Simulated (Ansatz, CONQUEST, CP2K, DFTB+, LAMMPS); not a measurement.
# Which run comes nearest? Ionic liquid triethylsulfonium TFSI- with water at 300 K (120 atoms)

Density of this cell: 1.38 g/cm³. The cell holds 120 atoms: 24 C, 9 S, 51 H, 3 N, 15 O and 18 F. Cell: a = 11.473 Å, b = 11.473 Å, c = 11.473 Å, α = 90.0°, β = 90.0°, γ = 90.0°. 3 triethylsulfonium, 3 TFSI-, 3 H2O placed at random, at 1.38 g/cm³; overlaps pushed apart, then 10 ps at 700 K with MMFF94 bonds, angles, torsions, charges and radii (Halgren, J. Comput. Chem. 17, 490 (1996)) in harmonic and 12-6 forms; SPC/E water (Berendsen, Grigera and Straatsma, J. Phys. Chem. 91, 6269 (1987)); charges of ions scaled by 0.8. Snapshot after 30 ps at 300 K and fixed volume.

Geometry: as built.

The reference, a calculation:

| Quantity | Value |
| --- | --- |
| method | Kohn-Sham DFT, PBE, PAW, plane waves (Ansatz 0.2.0); cutoff 420 eV, Γ point, fermi-dirac smearing of 0.05 eV; PAW set soft_2 |
| r.m.s. force component | 0.9794 eV/Å |
| longest force | 4.39 eV/Å |
| pressure | 1.003 GPa |
| gap (highest filled to lowest empty level) | 2.707 eV |
| SCF cycles | 11 |
| time | 9.8 s on 4 threads of Intel Xeon 6975P-C (Granite Rapids), shared host |
| CPU time | 30 s |

Runs, in no order:
A. CP2K PBE, SZV-MOLOPT-SR, 600/50 Ry, TC2 filter 1e-04, SCF 1e-05: Kohn-Sham DFT, PBE, GTH-PBE pseudopotentials, Gaussian and plane waves, SZV-MOLOPT-SR-GTH, linear-scaling purification of the density matrix
B. CP2K PBE, DZVP-MOLOPT-SR, 210/50 Ry, OT CG: Kohn-Sham DFT, PBE, GTH-PBE pseudopotentials, Gaussian and plane waves, DZVP-MOLOPT-SR-GTH, orbital transformation
C. CP2K PBE, DZVP-MOLOPT-SR, 600/50 Ry, OT CG: Kohn-Sham DFT, PBE, GTH-PBE pseudopotentials, Gaussian and plane waves, DZVP-MOLOPT-SR-GTH, orbital transformation
D. CONQUEST PBE, grid 40 Ha: Kohn-Sham DFT, PBE, norm-conserving pseudopotentials, pseudo-atomic orbitals (double zeta with polarisation), diagonalisation

**Question.** Rank the runs by how far their forces lie from the reference's, least first.

C, B, D, A.

```csv
run,"Δ force, r.m.s. (meV/Å)",share of r.m.s. force (%),CPU time
"C. CP2K PBE, DZVP-MOLOPT-SR, 600/50 Ry, OT CG",171,17.4,11 min
"B. CP2K PBE, DZVP-MOLOPT-SR, 210/50 Ry, OT CG",249,25.4,6 min
"D. CONQUEST PBE, grid 40 Ha",1237,126,2.2 min
"A. CP2K PBE, SZV-MOLOPT-SR, 600/50 Ry, TC2 filter 1e-04, SCF 1e-05",3229,330,62 s
```

The network of contacts between molecules at the start is that of the classical potential that made the cell, and needn't be the one that DFT or experiment would give. The electronic-structure runs sample only Γ, in a cell whose shortest periodic width is 11 Å.

[Logs are printed without paths, hosts, clocks, repeated set-up lines and the standing remarks that a program may print on its own settings, such as how far it seeks lower states.]

[Hosts, paths, dates, database ids (printed as entryN), source tags and the programs' standing remarks are cut or masked in the printed files.]

[The MMFF94 radii named for the starting cell were scaled by 0.96; in molecules described by MMFF94, hydrogen bound to N, O or S took a small fixed 12-6 site in their place.]
